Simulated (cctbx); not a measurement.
## What is wrong with this refinement?

Cell a = 3.6790 Å, b = 3.6790 Å, c = 8.4130 Å, α = 90.00°, β = 90.00°, γ = 90.00°; space group P4/mmm (no. 123). The compound is ErBi2O4F.

Simulated single-crystal data (cctbx): Mo Kα, λ = 0.71073 Å, to d = 0.8 Å, 95 % of the full sphere, strongest reflection 5000 counts, noise from counting, a 3 % proportional error and a noise floor of 15 counts (s.d.); no absorption.

An anisotropic refinement with weights 1/σ² prints:

```text
Rint 0.031, 29 unique reflections to 1.30 A
cycle     R1     wR2    GooF  max shift (A)
   1  0.0099  0.0233   1.380   0.01373
   2  0.0062  0.0129   0.766   0.00000
final R1 0.0062 wR2 0.0129 GooF 0.766  parameters 11  data/parameter 2.6
atom        x        y        z      Ueq    occ   su(xyz)  su(Uiso or U11)
Bi1    0.50000  0.50000  0.28098   0.0028  1.000  0.00011  0.0007
Er1    0.00000  0.00000  0.00000   0.0043  1.000  0.00000  0.0008
F1     0.00000  0.00000  0.50000   0.0026  1.000  0.00000  0.0067  NPD
O1     0.00000  0.50000  0.17035   0.0060  1.000  0.00097  0.0080  NPD
difference map: max 0.18 min -0.45 rms 0.09
Q1    0.3026  0.3026  0.4596    8    0.19  1.61 A from F1
Q2    0.0000  0.0000  0.1197    2    0.18  1.01 A from Er1
Q3    0.2191  0.2191  0.2404    8    0.16  1.44 A from O1
Q4    0.0000  0.0000  0.4507    2    0.10  0.41 A from F1
Q5    0.5000  0.5000  0.0519    2    0.09  1.93 A from Bi1
Q6    0.3333  0.5000  0.0800    8    0.09  1.44 A from O1
```

Q: Accept it or mend it, and why?

Mend it. The fault: data cut at low resolution. Against the right model at the same level, R1 goes from 0.0097 to 0.0062 and GooF from 0.95 to 0.77 and F1 and O1 go non-positive-definite. The atoms are right, but there are too few data for the parameters: R1 flatters and the s.u.s grow. Data per parameter fall from 9.4 to 2.6.

The compound is ErBi2O4F. The right model at the same level gives:

```text
Rint 0.037, 103 unique reflections to 0.80 A
cycle     R1     wR2    GooF  max shift (A)
   1  0.0174  0.0370   1.845   0.00359
   2  0.0097  0.0190   0.948   0.00000
final R1 0.0097 wR2 0.0190 GooF 0.948  parameters 11  data/parameter 9.4
atom        x        y        z      Ueq    occ   su(xyz)  su(Uiso or U11)
Bi1    0.50000  0.50000  0.28085   0.0035  1.000  0.00005  0.0001
Er1    0.00000  0.00000  0.00000   0.0052  1.000  0.00000  0.0002
F1     0.00000  0.00000  0.50000   0.0070  1.000  0.00000  0.0025
O1     0.00000  0.50000  0.16829   0.0058  1.000  0.00057  0.0024
difference map: max 1.77 min -2.20 rms 0.26
Q1    0.5000  0.5000  0.0913    2    1.78  1.59 A from Bi1
Q2    0.0000  0.0000  0.0838    2    1.31  0.70 A from Er1
Q3    0.5000  0.5000  0.4210    2    0.99  1.18 A from Bi1
Q4    0.5000  0.5000  0.2558    2    0.97  0.21 A from Bi1
Q5    0.0000  0.0000  0.4296    2    0.97  0.59 A from F1
Q6    0.3352  0.3352  0.5000    4    0.84  1.74 A from F1
```

Isotropic U is held between 0.0001 and 1 Å² by the program, and listed peak heights are interpolated, so they can pass the grid's maximum.

The model was made for the exercise: a known structure type with other elements put in, its volume estimated, not relaxed; displacement parameters are assumed.

[Middle refinement cycles are left out of these outputs.]

[Logs are printed without paths, hosts, clocks, repeated set-up lines and the standing remarks that a program may print on its own settings, such as how far it seeks lower states.]
